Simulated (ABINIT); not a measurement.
# Calculated records

```
! title: BN (Qingsongite): G0W0 with ABINIT, start to end
! method: RPA screening on PBE, plane waves, norm-conserving pseudopotentials (and 2 further levels or steps)
! program: ABINIT 10.8.3
! settings: cutoff 36 Ha, PseudoDojo scalar-relativistic 0.4.1 standard, norm-conserving, ngkpt (8, 8, 8), nband 58, ecuteps 8 Ha, inclvkb 2, shiftk (0, 0, 0), symchi 1, awtr 1, frequency ppm, 8×8×8 k-mesh
! cost: 5 runs, 20 s in all on 8 MPI ranks of AMD EPYC 9R45, shared host
! notes: The program’s warnings: nkpt*nsppol () is not a multiple of nproc spkpt (). The cell and positions come from the Crystallography Open Database and are kept as given unless a step says otherwise.
! PBE gap: 4.54 eV, indirect
! G0W0 gap on the mesh: 5.95 eV
! GW settings: 8×8×8 mesh, 58 bands, screening to 217.7 eV, Godby-Needs plasmon pole
! known limits: short of the basis limit
CELL_PARAMETERS angstrom
0.00000 1.80750 1.80750
1.80750 0.00000 1.80750
1.80750 1.80750 0.00000
ATOMIC_POSITIONS crystal
B 0.00000 0.00000 0.00000
N 0.25000 0.25000 0.25000
```

[Long decimals in the printed logs are rounded to 6 places.]

[Logs are printed without paths, hosts, clocks, repeated set-up lines and the standing remarks that a program may print on its own settings, such as how far it seeks lower states.]

[Paths, hosts, dates, memory and timing lines, banners, echoed tables and standing remarks are left out of the program output; an Ansatz launch command may be rebuilt from the run's recorded settings. Measured values are a selection of at most five: reports struck by readers or far from the other reports are left out. None is set beside runs whose start may be inverted or whose files or cutoffs have a known fault.]

[Runs of the session that timed out or met a known fault of the program may be left out.]

[Hosts, paths, dates, database ids (printed as entryN), source tags and the programs' standing remarks are cut or masked in the printed files.]

[G0W0 gaps are taken among the corrected bands and points alone; a level outside them can change the order at an edge.]

[Where Ansatz stands beside ABINIT at settings called matched, ABINIT's density can come from a denser mesh and the files from another edition; pairs whose starting gaps differed by over 0.03 eV were left out, so agreement reads better than it is.]
